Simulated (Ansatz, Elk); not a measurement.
# AlTc: X-ray structure factors from the self-consistent density

Structure refinements treat a crystal as free atoms side by side. For a made-up structure of AlTc (cell and positions from a PBE relaxation) the runs below show what the calculated density changes in F(hkl).

Main program and level: Elk 11.2.3 (patched build); DFT, PBE, all-electron APW+lo, Dirac cores, scalar-relativistic bands, static density, no spin.

The structure was built from a prototype and need not be the compound's stable phase.

## 1. The starting structure

The structure is hexagonal, space group P-6m2 (No. 187). The conventional cell has a = 2.845 Å, b = 2.845 Å, c = 4.166 Å, α = 90.00°, β = 90.00°, γ = 120.00°. Nearest to Tc lie 6 Al at 2.65 Å and 6 Tc at 2.84 Å. Nearest to Al lie 6 Tc at 2.65 Å and 6 Al at 2.84 Å. Farther neighbours are not listed.

Coordinates:

```cif
data_structure
_symmetry_space_group_name_H-M 'P-6m2'
_symmetry_Int_Tables_number 187
_cell_length_a 2.8447
_cell_length_b 2.8447
_cell_length_c 4.1664
_cell_angle_alpha 90.000
_cell_angle_beta 90.000
_cell_angle_gamma 120.000
_cell_volume 29.20
loop_
_atom_site_label
_atom_site_type_symbol
_atom_site_symmetry_multiplicity
_atom_site_Wyckoff_symbol
_atom_site_fract_x
_atom_site_fract_y
_atom_site_fract_z
_atom_site_occupancy
Tc1 Tc 1 a 0.00000 0.00000 0.00000 1
Al1 Al 1 d 0.33333 0.66667 0.50000 1
```

## 2. Ground state and structure factors

An all-electron density is needed, since X-rays see the cores too. Task 0 finds the density and task 195 Fourier-transforms it; tshift is off so that phases refer to the origin typed.

elk.in

```
tasks
  0
  195

xctype
  20

spinpol
  .false.

rgkmax
  7.0

gmaxvr
  14.0

lmaxo
  7

lmaxapw
  8

swidth
  0.002

tshift
  .false.

ramdisk
  .false.

hmaxvr
  5.5

maxscl
  120

epspot
  1e-06

sppath
  './'

avec
  5.37562731855 -0.00000000000 0.00000000000
  -2.68781365927 4.65542981914 0.00000000000
  0.00000000000 0.00000000000 7.87338097729

atoms
  2
  'Tc.in'
  1
  -0.0000000000 -0.0000000000 0.0000000000   0.000000 0.000000 0.000000
  'Al.in'
  1
  0.3333333333 0.6666666667 0.5000000000   0.000000 0.000000 0.000000

ngridk
  9 9 6
```

The run is started by

```sh
$ OMP_NUM_THREADS=4 elk
```

Numbers of over 12 decimals in the logs are rounded to 6 here.

The program printed:

```text
┌─────────────────────────┐
│ Elk code version 11.2.3 │
└─────────────────────────┘

All units are atomic (Hartree, Bohr, etc.)

┌─────────────────────────────────────────────────┐
│ Ground-state run starting from atomic densities │
└─────────────────────────────────────────────────┘

Lattice vectors :
   5.375627319      -0.000000000       0.000000000
  -2.687813659       4.655429819       0.000000000
   0.000000000       0.000000000       7.873380977

Reciprocal lattice vectors :
   1.168828294      0.6748233301      -0.000000000
   0.000000000       1.349646660      -0.000000000
  -0.000000000      -0.000000000      0.7980288678

Unit cell volume      :    197.0380963
Brillouin zone volume :    1.258894691

Muffin-tin inner radius fraction :   0.1000000000E-01

Nuclei treated as point charges

Species : 1 (Tc)
 parameters loaded from : Tc.in
 name : technetium
 nuclear charge    :   -43.00000000
 electronic charge :    43.00000000
 atomic mass :    178643.0716
 muffin-tin radius :    2.600000000
 number of radial points in muffin-tin :   1193
 inner part over the whole radius :   0.9997041916E-02
 number on inner part of muffin-tin    :    849
 approximate nuclear radius :   0.8398520868E-04
 number of mesh points to nuclear radius :    421
 atomic positions (lattice), magnetic fields (Cartesian) :
  1 :   0.00000000  0.00000000  0.00000000    0.00000000  0.00000000  0.00000000

Species : 2 (Al)
 parameters loaded from : Al.in
 name : aluminium
 nuclear charge    :   -13.00000000
 electronic charge :    13.00000000
 atomic mass :    49184.33496
 muffin-tin radius :    2.200000000
 number of radial points in muffin-tin :    793
 inner part over the whole radius :   0.9821194981E-02
 number on inner part of muffin-tin    :    552
 approximate nuclear radius :   0.5839653600E-04
 number of mesh points to nuclear radius :    244
 atomic positions (lattice), magnetic fields (Cartesian) :
  1 :   0.33333333  0.66666667  0.50000000    0.00000000  0.00000000  0.00000000

Total number of atoms per unit cell :    2
Total muffin-tin volume :    118.2244147
 ratio of muffin-tin to unit cell volume :   0.6000079017

Spin treatment :
 spin-unpolarised

Number of Bravais lattice symmetries :   24
Number of crystal symmetries         :   12
Crystal has no inversion symmetry
Complex Hermitian eigensolver will be used

k-point grid :      9     9     6
k-point offset :    0.000000000       0.000000000       0.000000000
k-point set is reduced with full crystal symmetry group
Total number of k-points :       76

Muffin-tin radius times maximum |G+k| :    7.000000000
 using average radius
Maximum |G+k| for APW functions       :    2.916666667
Maximum (1/2)|G+k|²                   :    4.253472222
Maximum |G| for potential and density :    14.00000000
Constant for pseudocharge density :    9
 order of it for each species :   16  16
 order of it for pair densities of each species (exact exchange by exxq0 0: 17) :   11   7
Radial integration step length :    1

G-vector grid sizes :     24    24    36
Number of G-vectors :     9077

Maximum angular momentum used for
 APW functions            :    8
 outer part of muffin-tin :    7
 inner part of muffin-tin :    2

Total nuclear charge    :   -56.00000000
Total core charge       :    32.00000000
Total valence charge    :    24.00000000
Total excess charge     :    0.000000000
Total electronic charge :    56.00000000

Effective Wigner radius, rₛ :   0.9435346541

Number of empty states         :      8
Total number of valence states :     21
Total number of core states    :     32

Third-order local-orbitals added for an l without core states : T
Total number of local-orbitals :     28

Exchange-correlation functional :     20     0     0
 Perdew-Burke-Ernzerhof, Phys. Rev. Lett. 77, 3865 (1996)
 gradient requirement :    1
 generalised gradient approximation (GGA)

Smearing type :    3
 Fermi-Dirac
Smearing width :   0.2000000000E-02
Effective electronic temperature (K) :    631.5500496

Mixing type :    3
[...]
xc potential                :     -183.43128522943
 exchange                    :     -144.33443069546
 correlation                 :     -2.790414
 electron entropic           :    -0.68458790621079E-03
 total energy                :     -4530.0441605544

Density of states at Fermi energy :    53.72176242
 (states/Hartree/unit cell)

Estimated indirect band gap :   0.7733374040E-03
 from k-point 10 to k-point 29
Estimated direct band gap   :   0.1069353705E-01
 at k-point 41

Charges :
 core                        :    32.00000000
 valence                     :    24.00000000
 interstitial                :    3.059965286
 muffin-tins (core leakage)
  species : 1 (Tc)
   atom 1                    :    41.41762094     ( -0.2208379080E-06)
  species : 2 (Al)
   atom 1                    :    11.52241377     (  0.5002749573E-03)
 total in muffin-tins        :    52.94003471
 total calculated charge     :    55.99869739
 total charge                :    56.00000000
 error                       :   0.1302607728E-02

RMS change in Kohn-Sham potential (target) :   0.4969550392     (  0.1000000000E-05)
Absolute change in total energy (target)   :   0.1803796148     (  0.1000000000E-03)

[... loops 3 to 13 left out ...]

┌──────────────────┐
│ Loop number : 14 │
└──────────────────┘

Energies :
 Fermi                       :     0.360135
 sum of occupied eigenvalues :     -2680.5196010818
 electron kinetic            :      4695.2486343534
 core electron kinetic       :      4520.2945252058
 Coulomb                     :     -9077.2459134622
 Coulomb potential           :     -7183.6936256951
 nuclear-nuclear             :     -553.46962606940
 electron-nuclear            :     -9879.5120201749
 Hartree                     :      1355.7357327821
 Madelung                    :     -5485.3991006147
 xc potential                :     -192.07460974011
 exchange                    :     -144.71708159744
 correlation                 :     -2.790051
 electron entropic           :    -0.59397517330028E-03
 total energy                :     -4529.5050057110

Density of states at Fermi energy :    43.35801270
 (states/Hartree/unit cell)

Estimated indirect band gap :   0.3049177820E-02
 from k-point 6 to k-point 23
Estimated direct band gap   :   0.6899117293E-02
 at k-point 67

Charges :
 core                        :    32.00000000
 valence                     :    24.00000000
 interstitial                :    2.764549746
 muffin-tins (core leakage)
  species : 1 (Tc)
   atom 1                    :    41.87635148     ( -0.2286592498E-06)
  species : 2 (Al)
   atom 1                    :    11.35909877     (  0.4811856894E-03)
 total in muffin-tins        :    53.23545025
 total calculated charge     :    55.99866834
 total charge                :    56.00000000
 error                       :   0.1331660027E-02

RMS change in Kohn-Sham potential (target) :   0.2498497801E-06 (  0.1000000000E-05)
Absolute change in total energy (target)   :   0.7270992410E-04 (  0.1000000000E-03)

Convergence targets achieved

┌──────────────────┐
│ Loop number : 15 │
└──────────────────┘

Energies :
 Fermi                       :     0.360135
 sum of occupied eigenvalues :     -2680.5195996062
 electron kinetic            :      4695.2486384428
 core electron kinetic       :      4520.2945236762
 Coulomb                     :     -9077.2459166342
 Coulomb potential           :     -7183.6936247465
 nuclear-nuclear             :     -553.46962606940
 electron-nuclear            :     -9879.5120280967
 Hartree                     :      1355.7357375319
 Madelung                    :     -5485.3991042610
 xc potential                :     -192.07461330251
 exchange                    :     -144.71708172720
 correlation                 :     -2.790051
 electron entropic           :    -0.59397521552807E-03
 total energy                :     -4529.5050049142

Density of states at Fermi energy :    43.35802006
 (states/Hartree/unit cell)

Estimated indirect band gap :   0.3049178115E-02
 from k-point 6 to k-point 23
Estimated direct band gap   :   0.6899116221E-02
 at k-point 67

Charges :
 core                        :    32.00000000
 valence                     :    24.00000000
 interstitial                :    2.764549484
 muffin-tins (core leakage)
  species : 1 (Tc)
   atom 1                    :    41.87635185     ( -0.2286607312E-06)
  species : 2 (Al)
   atom 1                    :    11.35909866     (  0.4811856690E-03)
 total in muffin-tins        :    53.23545052
 total calculated charge     :    55.99866834
 total charge                :    56.00000000
 error                       :   0.1331659946E-02

┌──────────────────────────────┐
│ Self-consistent loop stopped │
└──────────────────────────────┘

Warning : core states of species 2 leak from the muffin-tin :   0.4811856690E-03

Wrote STATE.OUT
```

Elapsed: 9.2 s, on 4 threads of Arm Neoverse V2, shared host; peak memory 0.16 GiB.

SFACRHO.OUT:

```text

h k l indices transformed by vhmat matrix:
   1.000000000       0.000000000       0.000000000    
   0.000000000       1.000000000       0.000000000    
   0.000000000       0.000000000       1.000000000    

      h      k      l  multipl.   |H|            Re(F)            Im(F)           |F|

      0      0      0      1   0.0000000       56.000000     -0.18082466E-17   56.000000    
      0      0      1      2  0.79802887       27.810952      0.11543716E-14   27.810952    
      1      0      0      3   1.3496467       29.170188       7.8960149       30.219976    
     -1      0      0      3   1.3496467       29.170188      -7.8960149       30.219976    
      0     -1     -1      6   1.5679274       36.228892      -7.4386725       36.984678    
      1     -1     -1      6   1.5679274       36.228892       7.4386725       36.984678    
      0      0     -2      2   1.5960577       40.141335      0.20682089E-14   40.141335    
     -1      1      2      6   2.0902025       24.615191       6.6373030       25.494340    
      0      1      2      6   2.0902025       24.615191      -6.6373030       25.494340    
      1      1      0      6   2.3376566       34.335386     -0.47083089E-15   34.335386    
      0      0      3      2   2.3940866       19.460075      0.15491182E-13   19.460075    
      1     -2      1     12   2.4701191       19.203813      0.44617484E-08   19.203813    
      0     -2      0      3   2.6992933       21.745411      -5.7976311       22.505009    
      2     -2      0      3   2.6992933       21.745411       5.7976311       22.505009    
     -1      1     -3      6   2.7483080       28.109757      -5.7440268       28.690630    
      0      1     -3      6   2.7483080       28.109757       5.7440268       28.690630    
      2     -2     -1      6   2.8147885       27.794239      -5.6417211       28.361042    
     -2      2      1      6   2.8147885       27.794239       5.6417211       28.361042
```

Elk indexes on the primitive cell of elk.in and gives |H| = 4π sin θ/λ in inverse bohr. Below, one row stands for each form hkl of the conventional cell (m members, Friedel mates merged), F is for one primitive cell and the density is static (no thermal factor). Free-atom factors are Waasmaier and Kirfel's, and R is Σm||F|−|F'||/Σm|F|.

```tsv
hkl	m	sin θ/λ (Å⁻¹)	abs F, DFT	neutral atoms	diff.	abs of complex diff.
001	2	0.120	27.811	27.623	+0.188	0.188
100	6	0.203	30.220	30.269	-0.050	0.052
101	12	0.236	36.985	37.189	-0.204	0.205
002	2	0.240	40.141	40.486	-0.345	0.345
102	12	0.314	25.494	25.526	-0.031	0.046
110	6	0.351	34.335	34.285	+0.051	0.051
003	2	0.360	19.460	19.456	+0.004	0.004
111	12	0.371	19.204	19.155	+0.048	0.048
200	6	0.406	22.505	22.440	+0.065	0.070
103	12	0.413	28.691	28.674	+0.017	0.018
201	12	0.423	28.361	28.286	+0.075	0.077
112	12	0.426	30.923	30.873	+0.049	0.049
202	12	0.472	20.739	20.695	+0.044	0.045
004	2	0.480	28.727	28.702	+0.025	0.025
```

## 3. The highest occupied states alone

An energy window below the Fermi level keeps the highest occupied states, to see at which angles they scatter; shallow core shells can lie inside it and anion s states outside. No new self-consistency is needed.

Changes to elk.in since step 2:

```diff
@@ -1,3 +1,2 @@
 tasks
-  0
   195
@@ -40,2 +39,5 @@
 
+wsfac
+  -0.007360 0.660140
+
 sppath
```

The run is started by

```sh
$ OMP_NUM_THREADS=4 elk
```

The program printed:

```text
┌─────────────────────────────────┐
│ Elk code version 11.2.3 started │
└─────────────────────────────────┘

Info(readinput): the functional depends on the density's gradient
 muffin-tin radial points multiplied by    2.00000
 (not where nrmtscf is given)

┌────────────────────┐
│ Current task : 195 │
└────────────────────┘

Info(sfacrho): density structure factors written to SFACRHO.OUT

 Energy window :  -0.7360000000E-02  0.6601400000

┌──────────────────┐
│ Elk code stopped │
└──────────────────┘
```

The job ended after 2.1 s (4 threads; peak memory 0.16 GiB; 3.3 s of CPU time).

States within 10 eV below the Fermi level hold 10.00 electrons; any levels below the window count with the cores. Their amplitudes can exceed the total, where window and core parts have opposite phase:

```tsv
hkl	sin θ/λ (Å⁻¹)	abs F, window	abs F, all
001	0.120	3.013	27.811
100	0.203	1.730	30.220
101	0.236	1.133	36.985
002	0.240	0.927	40.141
102	0.314	0.508	25.494
110	0.351	0.284	34.335
003	0.360	0.245	19.460
111	0.371	0.230	19.204
200	0.406	0.108	22.505
103	0.413	0.052	28.691
```

## 4. Another functional

The difference from free atoms is small, so it is set against the change that LDA (Perdew-Wang) makes.

Changes to elk.in since step 3:

```diff
@@ -1,2 +1,3 @@
 tasks
+  0
   195
@@ -4,3 +5,3 @@
 xctype
-  20
+  3
 
@@ -39,5 +40,2 @@
 
-wsfac
-  -0.007360 0.660140
-
 sppath
```

The run is started by

```sh
$ OMP_NUM_THREADS=4 elk
```

The program printed:

```text
┌─────────────────────────┐
│ Elk code version 11.2.3 │
└─────────────────────────┘

All units are atomic (Hartree, Bohr, etc.)

┌─────────────────────────────────────────────────┐
│ Ground-state run starting from atomic densities │
└─────────────────────────────────────────────────┘

Lattice vectors :
   5.375627319      -0.000000000       0.000000000
  -2.687813659       4.655429819       0.000000000
   0.000000000       0.000000000       7.873380977

Reciprocal lattice vectors :
   1.168828294      0.6748233301      -0.000000000
[...]
interstitial                :    2.741013665
 muffin-tins (core leakage)
  species : 1 (Tc)
   atom 1                    :    41.88596842     ( -0.5176943620E-05)
  species : 2 (Al)
   atom 1                    :    11.37301791     (  0.5093155238E-03)
 total in muffin-tins        :    53.25898633
 total calculated charge     :    55.99862905
 total charge                :    56.00000000
 error                       :   0.1370952372E-02

┌──────────────────────────────┐
│ Self-consistent loop stopped │
└──────────────────────────────┘

Warning : core states of species 2 leak from the muffin-tin :   0.5093155238E-03

Wrote STATE.OUT
[key lines of the parts left out:]
total energy                :     -4524.3144614470
```

Wall time 5.6 s (4 threads); peak memory 0.16 GiB.

Against the first run R = 0.04 %; the largest change is -0.020 at 110.

## 5. A coarser k-mesh

About half the k-points along each axis test the sampling.

Changes to elk.in since step 4:

```diff
@@ -5,3 +5,3 @@
 xctype
-  3
+  20
 
@@ -58,2 +58,2 @@
 ngridk
-  9 9 6
+  4 4 3
```

The run is started by

```sh
$ OMP_NUM_THREADS=4 elk
```

The program printed:

```text
┌─────────────────────────┐
│ Elk code version 11.2.3 │
└─────────────────────────┘

All units are atomic (Hartree, Bohr, etc.)

┌─────────────────────────────────────────────────┐
│ Ground-state run starting from atomic densities │
└─────────────────────────────────────────────────┘

Lattice vectors :
   5.375627319      -0.000000000       0.000000000
  -2.687813659       4.655429819       0.000000000
   0.000000000       0.000000000       7.873380977

Reciprocal lattice vectors :
   1.168828294      0.6748233301      -0.000000000
[...]
interstitial                :    2.762000924
 muffin-tins (core leakage)
  species : 1 (Tc)
   atom 1                    :    41.87839112     ( -0.2285314125E-06)
  species : 2 (Al)
   atom 1                    :    11.35960796     (  0.4812904728E-03)
 total in muffin-tins        :    53.23799908
 total calculated charge     :    55.99864358
 total charge                :    56.00000000
 error                       :   0.1356419338E-02

┌──────────────────────────────┐
│ Self-consistent loop stopped │
└──────────────────────────────┘

Warning : core states of species 2 leak from the muffin-tin :   0.4812904728E-03

Wrote STATE.OUT
[key lines of the parts left out:]
total energy                :     -4529.4968102607
```

Wall time 4.6 s (4 threads); peak memory 0.16 GiB.

Against the first run R = 0.05 %; the largest change is -0.080 at 003.

## 6. Basis size

The basis and the expansions that go with it are enlarged, to see whether the differences are converged.

Changes to elk.in since step 5:

```diff
@@ -11,12 +11,12 @@
 rgkmax
-  7.0
+  8.5
 
 gmaxvr
-  14.0
+  18.0
 
 lmaxo
-  7
+  9
 
 lmaxapw
-  8
+  10
 
@@ -58,2 +58,2 @@
 ngridk
-  4 4 3
+  9 9 6
```

The run is started by

```sh
$ OMP_NUM_THREADS=4 elk
```

The program printed:

```text
┌─────────────────────────┐
│ Elk code version 11.2.3 │
└─────────────────────────┘

All units are atomic (Hartree, Bohr, etc.)

┌─────────────────────────────────────────────────┐
│ Ground-state run starting from atomic densities │
└─────────────────────────────────────────────────┘

Lattice vectors :
   5.375627319      -0.000000000       0.000000000
  -2.687813659       4.655429819       0.000000000
   0.000000000       0.000000000       7.873380977

Reciprocal lattice vectors :
   1.168828294      0.6748233301      -0.000000000
[...]
interstitial                :    2.757399676
 muffin-tins (core leakage)
  species : 1 (Tc)
   atom 1                    :    41.88359011     ( -0.2286192000E-06)
  species : 2 (Al)
   atom 1                    :    11.35901022     (  0.4810456180E-03)
 total in muffin-tins        :    53.24260032
 total calculated charge     :    55.99943868
 total charge                :    56.00000000
 error                       :   0.5613223654E-03

┌──────────────────────────────┐
│ Self-consistent loop stopped │
└──────────────────────────────┘

Warning : core states of species 2 leak from the muffin-tin :   0.4810456180E-03

Wrote STATE.OUT
[key lines of the parts left out:]
total energy                :     -4529.5082339240
```

Run time: 20 s. Hardware: 4 threads; peak memory 0.16 GiB.

Against the first run R = 0.01 %; the largest change is -0.005 at 112.

## 7. Settings against the effect

```tsv
run	R against the first run (%)	R against neutral atoms, low angle (%)	wall time
PBE, rgkmax 7	0.00	0.50	9.2 s
LDA (Perdew-Wang)	0.04	0.51	5.6 s
k-mesh 4×4×3	0.05	0.49	4.6 s
rgkmax 8.5 with larger expansions	0.01	0.50	20 s
```

## 8. Summary of results

| Property | Result |
| --- | --- |
| R against neutral atoms, sin θ/λ < 0.3 Å⁻¹ | 0.50 % |
| R against neutral atoms, 0.3 to 0.83 Å⁻¹ | 0.12 % |

**Reading.** Independent neutral atoms miss the calculated amplitudes by R = 0.50 % below 0.3 Å⁻¹ and 0.12 % from there to 0.83 Å⁻¹; by shells, 0.68 % below 0.15 Å⁻¹ (1 form), 0.49 % 0.15 to 0.3 (3 forms), 0.17 % 0.3 to 0.45 (8 forms), 0.10 % above 0.45 (36 forms). Bonding, aspherical density and the tables' own atoms all enter these figures, and the runs don't part them. The largest change of an amplitude is -0.34 electrons, at 002. The window's part falls from 10.0 electrons at the origin to at most 0.13 between 0.45 and 0.83 Å⁻¹. Below 0.3 Å⁻¹ the changes that finished (LDA (Perdew-Wang), k-mesh 4×4×3 and rgkmax 8.5 with larger expansions) move F by R = 0.04 % at most, against the 0.50 % that separates it from free atoms. Part of the difference isn't bonding: the tables are fits to free atoms and ions calculated by other methods than this functional. Thermal motion, anomalous dispersion and extinction are left out.

[Logs are printed without paths, hosts, clocks, repeated set-up lines and the standing remarks that a program may print on its own settings, such as how far it seeks lower states.]

[Hosts, paths, dates, database ids (printed as entryN), source tags and the programs' standing remarks are cut or masked in the printed files.]
